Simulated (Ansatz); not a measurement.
# How K+ BF4- in propylene carbonate and diethyl carbonate changes with density

How do energy, pressure, forces, levels, charges and cost follow the density?

Computed with Ansatz 0.2.0: Kohn-Sham DFT, r2SCAN+D4, PAW (set soft_2). Every run is a single point, with the atoms held where the recipe put them (cutoff of the plane-wave runs 500 eV, fermi-dirac smearing of 0.05 eV).

First member: 5 propylene carbonate, 7 diethyl carbonate, 1 K+, 1 BF4- placed at random, at 0.986 g/cm³; overlaps pushed apart, then 10 ps at 550 K with stiff harmonic cages for PF6 and BF4 with UFF radii; Joung-Cheatham ions (J. Phys. Chem. B 112, 9020 (2008)); MMFF94 bonds, angles, torsions, charges and radii (Halgren, J. Comput. Chem. 17, 490 (1996)) in harmonic and 12-6 forms; charges of ions scaled by 0.8. Snapshot after 30 ps at 330 K and fixed volume.

Last member: 5 propylene carbonate, 7 diethyl carbonate, 1 K+, 1 BF4- placed at random, at 1.31 g/cm³; overlaps pushed apart, then 10 ps at 550 K with stiff harmonic cages for PF6 and BF4 with UFF radii; Joung-Cheatham ions (J. Phys. Chem. B 112, 9020 (2008)); MMFF94 bonds, angles, torsions, charges and radii (Halgren, J. Comput. Chem. 17, 490 (1996)) in harmonic and 12-6 forms; charges of ions scaled by 0.8. Snapshot after 30 ps at 330 K and fixed volume.

The members:

```csv
density (g/cm³),reduced formula,atoms,valence electrons,k-mesh,basis,density (g/cm³)
0.986,KBH100C55O36F4,197,576,1×1×1,plane waves,0.986
1.041,KBH100C55O36F4,197,576,1×1×1,plane waves,1.04
1.096,KBH100C55O36F4,197,576,1×1×1,plane waves,1.10
1.162,KBH100C55O36F4,197,576,1×1×1,plane waves,1.16
1.228,KBH100C55O36F4,197,576,1×1×1,plane waves,1.23
1.315,KBH100C55O36F4,197,576,1×1×1,plane waves,1.31
```

Each cell is one sample from a classical run, so sample-to-sample scatter enters every column; pressures lack the kinetic term, and hold the strain of bonds inside molecules, whose lengths the classical model set.

The input of the first member, without its atom lines; other members have their own cell and atoms, and may differ in mesh, basis and outputs:

```yaml
crystal:
  lattice:
    - [13.50721, 0.0, 0.0]
    - [0.0, 13.50721, 0.0]
    - [0.0, 0.0, 13.50721]
  atoms:
    [... 197 lines ...]
kpoints:
  mp_grid: { grid: [1, 1, 1] }
hamiltonian:
  xc: r2scan
  dispersion: d4
scf:
  occupations: { method: fermi_dirac, width: 0.05 }
output:
  forces: true
  stress: true
  populations: intrinsic
  dos:
    method: { smearing: { sigma: 0.15 } }
    de: 0.1
    projected: { site_lists: { B: [B], C: [C], F: [F], H: [H], K: [K] } }
  eigenvalues: true
  write_density: true
  write_potential: true
  volumetric_format: npy
```

Predict the trends along the series.

Results; charges are mean intrinsic-atomic-orbital charges in e:

```csv
density (g/cm³),energy less the first member's (meV/atom),pressure (GPa),r.m.s. force (eV/Å),gap (eV),q(B),q(K),q(F)
0.986,0.0,-0.230,1.04,5.56,+0.94,+0.86,-0.47
1.041,-0.7,-0.231,1.07,5.83,+0.94,+0.85,-0.47
1.096,-6.3,-0.374,0.984,6.02,+0.92,+0.88,-0.46
1.162,-2.8,-0.405,1.06,6.05,+0.92,+0.86,-0.46
1.228,3.2,-0.270,1.10,5.77,+0.91,+0.86,-0.46
1.315,-8.6,0.250,1.07,5.26,+0.92,+0.84,-0.46
```

The gap is that between the highest filled and lowest empty Kohn-Sham level on the run's k-points, and semilocal functionals tend to put gaps under measured ones. Atoms aren't relaxed at this level, so pressure against density here is no equation of state.

Cost on 8 threads of Arm Neoverse V2, shared host:

```csv
density (g/cm³),atoms,basis,k-mesh,SCF cycles,time,host memory (GiB)
0.986,197,plane waves,1×1×1,11,60 s,7.0
1.041,197,plane waves,1×1×1,11,57 s,6.8
1.096,197,plane waves,1×1×1,11,54 s,6.3
1.162,197,plane waves,1×1×1,11,51 s,6.1
1.228,197,plane waves,1×1×1,11,53 s,5.9
1.315,197,plane waves,1×1×1,10,45 s,5.3
```

Times include the outputs that each run asked for, on hosts shared with other jobs.

The energy against the first member is lowest at 1.31 g/cm³ (-8.6 meV/atom) and highest at 1.23 g/cm³ (3.2 meV/atom), with no steady trend; each member is a single configuration. The gap is lowest at 1.31 g/cm³ (5.26 eV) and highest at 1.16 g/cm³ (6.05 eV), with no steady trend; in single samples it varies with the configuration. The mean charge on B lies between +0.91 and +0.94 e, with no steady trend. The pressure is lowest at 1.16 g/cm³ (-0.41 GPa) and highest at 1.31 g/cm³ (0.25 GPa), with no steady trend.

**Limits.** The network of contacts between molecules at the start is that of the classical potential that made the cell, and needn't be the one that DFT or experiment would give. The cells aren't relaxed by DFT, which could reorder their energies.

[Logs are printed without paths, hosts, clocks, repeated set-up lines and the standing remarks that a program may print on its own settings, such as how far it seeks lower states.]

[Hosts, paths, dates, database ids (printed as entryN), source tags and the programs' standing remarks are cut or masked in the printed files.]

[The MMFF94 radii named for the starting cell were scaled by 0.96; in molecules described by MMFF94, hydrogen bound to N, O or S took a small fixed 12-6 site in their place.]
